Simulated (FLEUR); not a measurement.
# MnO2 (Pyrolusite): parallel and opposed starts

A self-consistent run ends on one state, which hangs on the start. Several orders of MnO2 (Pyrolusite) are started in FLEUR and their energies compared.

Main program and level: FLEUR MaX-R8.1; PBE; all-electron FLAPW, Dirac cores, scalar-relativistic bands.

**Measured values to reproduce.**

“Local electronic structure of dilute hydrogen in beta-MnO2” (2024, arxiv:2401.02109) quotes from earlier work for MnO2, rutile (bulk crystal): moment (ordered Mn moment in helical phase) 2.34 μB [Earlier experimental value quoted in discussion; measurement temperature and sample not …].

Report form: the programs' logs are mostly left out.

**1. The starting structure**

The structure is tetragonal, space group P4_2/mnm (No. 136). Conventional cell: a = 4.398 Å, b = 4.398 Å, c = 2.873 Å, α = 90.00°, β = 90.00°, γ = 90.00°. Nearest to Mn lie 6 O at 1.88 to 1.90 Å. Nearest to O lie 3 Mn at 1.88 to 1.90 Å. Farther neighbours and most contacts between anions are not listed.

Coordinates:

```xyz
6
Lattice="4.3983 0.0000 0.0000 0.0000 4.3983 0.0000 0.0000 0.0000 2.8730" Properties=species:S:1:pos:R:3 pbc="T T T"
Mn    0.0000    0.0000    0.0000
Mn    2.1991    2.1991    1.4365
O     1.3421    1.3421    0.0000
O     0.8570    3.5413    1.4365
O     3.0562    3.0562    0.0000
O     3.5413    0.8570    1.4365
```

**2. Run 1 (ferro ++)**

The parallel start is the test of whether parallel moments hold.

inpgen writes inp.xml from crystal.txt; cutoffs, mixing, functional, smearing and local orbitals are then set in the file. The k list default-1 (kpts.xml, not shown) is a Γ-centred 8×8×8 mesh; where the ranks do not divide the number of points, some are split in two of half the weight.

Contents of inp.xml:

```
<?xml version="1.0" encoding="UTF-8" standalone="no"?>
<fleurInput fleurInputVersion="0.39">
   <comment>
      MnO2
   </comment>
   <calculationSetup>
      <cutoffs Kmax="4.4" Gmax="13.2" GmaxXC="13.2" numbands="0"/>
      <scfLoop itmax="90" minDistance="0.00002" maxIterBroyd="15" imix="Anderson" alpha="0.05" precondParam="0.0" spinf="2.0" sdNocoIR="T"/>
      <coreElectrons ctail="T" frcor="F" kcrel="0" coretail_lmax="0"/>
      <xcFunctional name="pbe" relativisticCorrections="F"/>
      <magnetism jspins="2"/>
      <soc l_soc="F" theta="0.0" phi="0.0" spav="F"/>
      <expertModes spex="0" secvar="F"/>
      <geometryOptimization l_f="F" forcealpha="1.0" forcemix="BFGS" epsdisp="0.00001" epsforce="0.00001"/>
      <ldaU l_linMix="F" mixParam="0.05" spinf="1.0"/>
   </calculationSetup>
   <cell>
      <bzIntegration valenceElectrons="54.0" mode="hist" fermiSmearingEnergy="0.00183747">
         <kPointListSelection listName="default-1"/>
         <xi:include xmlns:xi="http://www.w3.org/2001/XInclude" href="kpts.xml"> </xi:include>
      </bzIntegration>
      <xi:include xmlns:xi="http://www.w3.org/2001/XInclude" href="sym.xml"> </xi:include>
      <bulkLattice scale="1.0">
         <bravaisMatrix>
            <row-1>    8.3115824138281784     0.0000000000000000     0.0000000000000000</row-1>
            <row-2>    0.0000000000000000     8.3115824138281784     0.0000000000000000</row-2>
            <row-3>    0.0000000000000000     0.0000000000000000     5.4291831559758004</row-3>
         </bravaisMatrix>
      </bulkLattice>
   </cell>
   <atomSpecies>
      <species name="Manganese 4.500" element="Mn" atomicNumber="25">
         <mtSphere radius="2.21" gridPoints="731" logIncrement="0.017"/>
         <atomicCutoffs lmax="8" lnonsphr="6"/>
         <electronConfig flipSpins="F">
            <coreConfig>(1s1/2) (2s1/2) (2p1/2) (2p3/2)</coreConfig>
            <valenceConfig>(3s1/2) (3p1/2) (3p3/2) (4s1/2) (3d3/2) (3d5/2)</valenceConfig>
            <stateOccupation state="(3d3/2)" spinUp="1.75" spinDown="0.25"/>
            <stateOccupation state="(3d5/2)" spinUp="3.0" spinDown="0.0"/>
         </electronConfig>
         <energyParameters s="4" p="4" d="3" f="4"/>
         <lo type="SCLO" l="0" n="3" eDeriv="0"/>
         <lo type="SCLO" l="1" n="3" eDeriv="0"/>
      </species>
      <species name="Oxygen (O)" element="O" atomicNumber="8">
         <mtSphere radius="1.25" gridPoints="415" logIncrement="0.025"/>
         <atomicCutoffs lmax="6" lnonsphr="4"/>
         <electronConfig flipSpins="F">
            <coreConfig>(1s1/2)</coreConfig>
            <valenceConfig>(2s1/2) (2p1/2) (2p3/2)</valenceConfig>
            <stateOccupation state="(2p1/2)" spinUp="0.666667" spinDown="0.666667"/>
            <stateOccupation state="(2p3/2)" spinUp="1.333333" spinDown="1.333333"/>
         </electronConfig>
         <energyParameters s="2" p="2" d="3" f="4"/>
      </species>
   </atomSpecies>
   <atomGroups>
      <atomGroup species="Manganese 4.500">
         <relPos label="                   1">.0000000000 .0000000000 .0000000000</relPos>
         <relPos label="                   2">1.000/2.000 1.000/2.000 1.000/2.000</relPos>
         <force calculate="T" relaxXYZ="TTT"/>
      </atomGroup>
      <atomGroup species="Oxygen (O)">
         <relPos label="                   3">.3051500000 .3051500000 .0000000000</relPos>
         <relPos label="                   4">.1948500000 -.1948500000 1.000/2.000</relPos>
         <relPos label="                   5">-.3051500000 -.3051500000 .0000000000</relPos>
         <relPos label="                   6">-.1948500000 .1948500000 1.000/2.000</relPos>
         <force calculate="T" relaxXYZ="TTT"/>
      </atomGroup>
   </atomGroups>
   <output dos="F" band="F" slice="F">
      <bandDOS minEnergy="-.5*Htr" maxEnergy="0.5*Htr" sigma="0.015" storeEVData="T"/>
      <plotting iplot="0" polar="F">
         <plot TwoD="T" vec1="  1.0  0.0  0.0" vec2="  0.0  1.0  0.0" vec3="  0.0  0.0  1.0" zero="  0.0  0.0  0.0" file="plot"/>
      </plotting>
      <moessbauerParams electricFieldGradient="F" isomerShift="F" coreHyperfine="F" valenceHyperfine="F"/>
   </output>
</fleurInput>
```

Contents of crystal.txt:

```
MnO2
&input film=F cartesian=F /
4.39830000000  0.00000000000  0.00000000000
0.00000000000  4.39830000000  0.00000000000
0.00000000000  0.00000000000  2.87300000000
1.8897261246
1.0 1.0 1.0

6
25 0.00000000000  0.00000000000  0.00000000000 : 4.500
25 0.50000000000  0.50000000000  0.50000000000 : 4.500
8 0.30515000000  0.30515000000  0.00000000000
8 0.19485000000  0.80515000000  0.50000000000
8 0.69485000000  0.69485000000  0.00000000000
8 0.80515000000  0.19485000000  0.50000000000

&kpt div1=8 div2=8 div3=8 gamma=T /
```

Started as:

```
OMP_NUM_THREADS=1 inpgen -f crystal.txt > inpgen.log  # inp.xml is then edited as shown
OMP_NUM_THREADS=1 mpirun -n 4 fleur_MPI > fleur.log
```

It took 91 s on 4 MPI ranks of Intel Xeon Platinum 8488C (Sapphire Rapids), shared host; peak memory 0.31 GiB.

Spin moment in the muffin-tin sphere by atom:

```csv
atom,spin moment in the muffin-tin sphere (μB)
Mn1,2.69
Mn2,2.69
O3,0.08
O4,0.08
O5,0.08
O6,0.08
```

This step gave:

```yaml
free_energy: -71247.0294 eV
program_s_band_gap_on_this_mesh_in_a_metal_only_a_level_spacing: 0.1434 eV
magnetization: 5.991 μB
final_state: ferromagnetic
```

After 26 cycles the largest moment stands at 2.69 μB.

**3. Order 2, typed as antiferro +-**

Another pattern of signs weighs the neighbour shells otherwise.

Edit inp.xml of step 2 so:

```diff
@@ -44,2 +44,15 @@
       </species>
+      <species name="Manganese -4.500" element="Mn" atomicNumber="25">
+         <mtSphere radius="2.21" gridPoints="731" logIncrement="0.017"/>
+         <atomicCutoffs lmax="8" lnonsphr="6"/>
+         <electronConfig flipSpins="F">
+            <coreConfig>(1s1/2) (2s1/2) (2p1/2) (2p3/2)</coreConfig>
+            <valenceConfig>(3s1/2) (3p1/2) (3p3/2) (4s1/2) (3d3/2) (3d5/2)</valenceConfig>
+            <stateOccupation state="(3d3/2)" spinUp="0.25" spinDown="1.75"/>
+            <stateOccupation state="(3d5/2)" spinUp="0.0" spinDown="3.0"/>
+         </electronConfig>
+         <energyParameters s="4" p="4" d="3" f="4"/>
+         <lo type="SCLO" l="0" n="3" eDeriv="0"/>
+         <lo type="SCLO" l="1" n="3" eDeriv="0"/>
+      </species>
       <species name="Oxygen (O)" element="O" atomicNumber="8">
@@ -59,2 +72,5 @@
          <relPos label="                   1">.0000000000 .0000000000 .0000000000</relPos>
+         <force calculate="T" relaxXYZ="TTT"/>
+      </atomGroup>
+      <atomGroup species="Manganese -4.500">
          <relPos label="                   2">1.000/2.000 1.000/2.000 1.000/2.000</relPos>
@@ -64,4 +80,7 @@
          <relPos label="                   3">.3051500000 .3051500000 .0000000000</relPos>
+         <relPos label="                   5">-.3051500000 -.3051500000 .0000000000</relPos>
+         <force calculate="T" relaxXYZ="TTT"/>
+      </atomGroup>
+      <atomGroup species="Oxygen (O)">
          <relPos label="                   4">.1948500000 -.1948500000 1.000/2.000</relPos>
-         <relPos label="                   5">-.3051500000 -.3051500000 .0000000000</relPos>
          <relPos label="                   6">-.1948500000 .1948500000 1.000/2.000</relPos>
```

Edit crystal.txt of step 2 so:

```diff
@@ -10,3 +10,3 @@
 25 0.00000000000  0.00000000000  0.00000000000 : 4.500
-25 0.50000000000  0.50000000000  0.50000000000 : 4.500
+25 0.50000000000  0.50000000000  0.50000000000 : -4.500
 8 0.30515000000  0.30515000000  0.00000000000
```

Wall time 2.3 min (4 MPI ranks); peak memory 0.36 GiB; 9.2 min of CPU time.

Spin moment in the muffin-tin sphere by atom:

```csv
atom,spin moment in the muffin-tin sphere (μB)
Mn1,2.50
Mn2,-2.50
O3,-0.04
O4,0.04
O5,-0.04
O6,0.04
```

Read from the output:

```yaml
free_energy: -71247.2674 eV
program_s_band_gap_on_this_mesh_in_a_metal_only_a_level_spacing: 6.95e-6 eV
magnetization: 0 μB
final_state: antiferromagnetic
```

It lies 119 meV a seeded atom under the first start, and its largest moment is 2.50 μB against 2.69 μB.

**4. Run 3 (no spin polarisation)**

Without spin polarisation no moment can form, so the difference from the other runs is what forming moments gains.

Edit inp.xml of step 3 so:

```diff
@@ -10,3 +10,3 @@
       <xcFunctional name="pbe" relativisticCorrections="F"/>
-      <magnetism jspins="2"/>
+      <magnetism jspins="1"/>
       <soc l_soc="F" theta="0.0" phi="0.0" spav="F"/>
@@ -31,3 +31,3 @@
    <atomSpecies>
-      <species name="Manganese 4.500" element="Mn" atomicNumber="25">
+      <species name="Manganese (Mn)" element="Mn" atomicNumber="25">
          <mtSphere radius="2.21" gridPoints="731" logIncrement="0.017"/>
@@ -37,17 +37,4 @@
             <valenceConfig>(3s1/2) (3p1/2) (3p3/2) (4s1/2) (3d3/2) (3d5/2)</valenceConfig>
-            <stateOccupation state="(3d3/2)" spinUp="1.75" spinDown="0.25"/>
-            <stateOccupation state="(3d5/2)" spinUp="3.0" spinDown="0.0"/>
-         </electronConfig>
-         <energyParameters s="4" p="4" d="3" f="4"/>
-         <lo type="SCLO" l="0" n="3" eDeriv="0"/>
-         <lo type="SCLO" l="1" n="3" eDeriv="0"/>
-      </species>
-      <species name="Manganese -4.500" element="Mn" atomicNumber="25">
-         <mtSphere radius="2.21" gridPoints="731" logIncrement="0.017"/>
-         <atomicCutoffs lmax="8" lnonsphr="6"/>
-         <electronConfig flipSpins="F">
-            <coreConfig>(1s1/2) (2s1/2) (2p1/2) (2p3/2)</coreConfig>
-            <valenceConfig>(3s1/2) (3p1/2) (3p3/2) (4s1/2) (3d3/2) (3d5/2)</valenceConfig>
-            <stateOccupation state="(3d3/2)" spinUp="0.25" spinDown="1.75"/>
-            <stateOccupation state="(3d5/2)" spinUp="0.0" spinDown="3.0"/>
+            <stateOccupation state="(3d3/2)" spinUp="1.000000" spinDown="1.000000"/>
+            <stateOccupation state="(3d5/2)" spinUp="1.500000" spinDown="1.500000"/>
          </electronConfig>
@@ -70,7 +57,4 @@
    <atomGroups>
-      <atomGroup species="Manganese 4.500">
+      <atomGroup species="Manganese (Mn)">
          <relPos label="                   1">.0000000000 .0000000000 .0000000000</relPos>
-         <force calculate="T" relaxXYZ="TTT"/>
-      </atomGroup>
-      <atomGroup species="Manganese -4.500">
          <relPos label="                   2">1.000/2.000 1.000/2.000 1.000/2.000</relPos>
@@ -80,7 +64,4 @@
          <relPos label="                   3">.3051500000 .3051500000 .0000000000</relPos>
+         <relPos label="                   4">.1948500000 -.1948500000 1.000/2.000</relPos>
          <relPos label="                   5">-.3051500000 -.3051500000 .0000000000</relPos>
-         <force calculate="T" relaxXYZ="TTT"/>
-      </atomGroup>
-      <atomGroup species="Oxygen (O)">
-         <relPos label="                   4">.1948500000 -.1948500000 1.000/2.000</relPos>
          <relPos label="                   6">-.1948500000 .1948500000 1.000/2.000</relPos>
```

Edit crystal.txt of step 3 so:

```diff
@@ -9,4 +9,4 @@
 6
-25 0.00000000000  0.00000000000  0.00000000000 : 4.500
-25 0.50000000000  0.50000000000  0.50000000000 : -4.500
+25 0.00000000000  0.00000000000  0.00000000000
+25 0.50000000000  0.50000000000  0.50000000000
 8 0.30515000000  0.30515000000  0.00000000000
```

Elapsed: 44 s, on 4 MPI ranks; peak memory 0.27 GiB; 2.9 min of CPU time.

This step gave:

```
free energy                                                       : -71245.8012 eV
program's band gap on this mesh (in a metal only a level spacing) : 0 eV
final state                                                       : non-magnetic (no spin polarisation)
```

It lies 614 meV a seeded atom over the first start.

**5. An attempt with other settings**

A slip in the input shows what the program catches and what it lets pass.

Edit inp.xml of step 2 so:

```diff
@@ -7,3 +7,3 @@
       <cutoffs Kmax="4.4" Gmax="13.2" GmaxXC="13.2" numbands="0"/>
-      <scfLoop itmax="90" minDistance="0.00002" maxIterBroyd="15" imix="Anderson" alpha="0.05" precondParam="0.0" spinf="2.0" sdNocoIR="T"/>
+      <scfLoop itmax="75" minDistance="0.00002" maxIterBroyd="15" imix="Anderson" alpha="0.05" precondParam="0.0" spinf="2.0" sdNocoIR="T"/>
       <coreElectrons ctail="T" frcor="F" kcrel="0" coretail_lmax="0"/>
@@ -15,3 +15,3 @@
       <ldaU l_linMix="F" mixParam="0.05" spinf="1.0"/>
-   </calculationSetup>
+   
    <cell>
```

crystal.txt is that of step 2.

It took 3.1 s on 4 MPI ranks; peak memory 0.22 GiB.

The program refused the input before any cycle.

The program's message: “XML document file not parsable: inp.xml”

The fault in the input: a tag that isn't closed.

The file must be well-formed XML.

**6. The states side by side**

Free energies are divided by the number of seeded atoms.

Orders:

```csv
start,final state,typed order kept,energy over the lowest (meV a seeded atom),largest sphere moment (μB),net moment (μB a primitive cell),mesh matched,CPU time (s)
ferro ++,ferromagnetic,yes,119,2.687,5.991,yes,361.7
antiferro +-,antiferromagnetic,yes,0,2.496,0,yes,552.9
no spin polarisation,non-magnetic,-,733.1,0,0,yes,176.8
```

**7. Spin–orbit coupling, moments along [001]**

Spin–orbit coupling ties the spins to the lattice and lets orbital moments form.

A new self-consistent run of the start antiferro +-, with the moments along z.

Edit inp.xml of step 2 so:

```diff
@@ -6,3 +6,3 @@
    <calculationSetup>
-      <cutoffs Kmax="4.4" Gmax="13.2" GmaxXC="13.2" numbands="0"/>
+      <cutoffs Kmax="4.4" Gmax="13.2" GmaxXC="13.2" numbands="174"/>
       <scfLoop itmax="90" minDistance="0.00002" maxIterBroyd="15" imix="Anderson" alpha="0.05" precondParam="0.0" spinf="2.0" sdNocoIR="T"/>
@@ -11,3 +11,3 @@
       <magnetism jspins="2"/>
-      <soc l_soc="F" theta="0.0" phi="0.0" spav="F"/>
+      <soc l_soc="T" theta="0.0" phi="0.0" spav="F"/>
       <expertModes spex="0" secvar="F"/>
@@ -44,2 +44,15 @@
       </species>
+      <species name="Manganese -4.500" element="Mn" atomicNumber="25">
+         <mtSphere radius="2.21" gridPoints="731" logIncrement="0.017"/>
+         <atomicCutoffs lmax="8" lnonsphr="6"/>
+         <electronConfig flipSpins="F">
+            <coreConfig>(1s1/2) (2s1/2) (2p1/2) (2p3/2)</coreConfig>
+            <valenceConfig>(3s1/2) (3p1/2) (3p3/2) (4s1/2) (3d3/2) (3d5/2)</valenceConfig>
+            <stateOccupation state="(3d3/2)" spinUp="0.25" spinDown="1.75"/>
+            <stateOccupation state="(3d5/2)" spinUp="0.0" spinDown="3.0"/>
+         </electronConfig>
+         <energyParameters s="4" p="4" d="3" f="4"/>
+         <lo type="SCLO" l="0" n="3" eDeriv="0"/>
+         <lo type="SCLO" l="1" n="3" eDeriv="0"/>
+      </species>
       <species name="Oxygen (O)" element="O" atomicNumber="8">
@@ -59,2 +72,5 @@
          <relPos label="                   1">.0000000000 .0000000000 .0000000000</relPos>
+         <force calculate="T" relaxXYZ="TTT"/>
+      </atomGroup>
+      <atomGroup species="Manganese -4.500">
          <relPos label="                   2">1.000/2.000 1.000/2.000 1.000/2.000</relPos>
@@ -64,4 +80,7 @@
          <relPos label="                   3">.3051500000 .3051500000 .0000000000</relPos>
+         <relPos label="                   5">-.3051500000 -.3051500000 .0000000000</relPos>
+         <force calculate="T" relaxXYZ="TTT"/>
+      </atomGroup>
+      <atomGroup species="Oxygen (O)">
          <relPos label="                   4">.1948500000 -.1948500000 1.000/2.000</relPos>
-         <relPos label="                   5">-.3051500000 -.3051500000 .0000000000</relPos>
          <relPos label="                   6">-.1948500000 .1948500000 1.000/2.000</relPos>
```

Edit crystal.txt of step 2 so:

```diff
@@ -10,3 +10,3 @@
 25 0.00000000000  0.00000000000  0.00000000000 : 4.500
-25 0.50000000000  0.50000000000  0.50000000000 : 4.500
+25 0.50000000000  0.50000000000  0.50000000000 : -4.500
 8 0.30515000000  0.30515000000  0.00000000000
@@ -16,2 +16,3 @@
 
+&soc 0.0000000 0.0000000 /
 &kpt div1=8 div2=8 div3=8 gamma=T /
```

The job ended after 17 min (4 MPI ranks; peak memory 1.5 GiB; 70 min of CPU time).

Spin moment in the muffin-tin sphere by atom:

```csv
atom,spin moment in the muffin-tin sphere (μB)
Mn1,2.49
Mn2,-2.49
O3,-0.04
O4,0.04
O5,-0.04
O6,0.04
```

Read from the output:

```yaml
free_energy: -71247.2928 eV
program_s_band_gap_on_this_mesh_in_a_metal_only_a_level_spacing: 0.001516 eV
magnetization: 0 μB
final_state: antiferromagnetic
orbital_moment_along_the_spin: -0.02359 μB
```

Orbital moment in the sphere, along the spin axis by atom:

```csv
atom,"orbital moment in the sphere, along the spin axis (μB)"
Mn1,-0.0236
Mn2,0.0236
O3,-0.0001
O4,0.0001
O5,-0.0001
O6,0.0001
```

**8. Results**

```yaml
lowest_state_found: antiferromagnetic (typed antiferro +-)
largest_site_spin_moment: 2.50 μB
next_finished_state: ferromagnetic, 119 meV a seeded atom higher
energy_gained_by_spin_polarisation: 733 meV a seeded atom
orbital_moment_on_the_atom_of_largest_spin_along_its_spin_spin_orbit_run: -0.0236 μB
```

In words: The lowest state found is antiferromagnetic, reached from the start antiferro +-, with moments up to 2.50 μB. The next finished state costs 119 meV a seeded atom. Forming the largest moments gains far more than ordering them, so they should outlast the ordering temperature. On the atom of largest spin the orbital moment is almost quenched. This is the lowest of 3 finished starts, no proof of the ground state. Computed site moments are spin alone, inside the muffin-tin sphere; measured ones also hold the orbital part and what lies outside the sphere, and fluctuations can lower them.

Comparison with the measured values:

| quantity | measured | PBE |
| --- | --- | --- |
| moment (Mn) (μB) | 2.34 | 2.50 (+6.7 %) |

Measured values from arxiv:2401.02109 (2024).

**Verdict.** The moment is off by +6.7 %. No cell relaxation is part of this session.

[Logs and program files are shortened in this print: banners, set-up blocks, solver, clock and traceback lines can be left out without a mark of their own.]

[Logs are printed without paths, hosts, clocks, repeated set-up lines and the standing remarks that a program may print on its own settings, such as how far it seeks lower states.]

[Hosts, paths, dates, database ids (printed as entryN), source tags and the programs' standing remarks are cut or masked in the printed files.]

[Where a cell is said to come from a database of computed structures, the database is the Materials Project.]
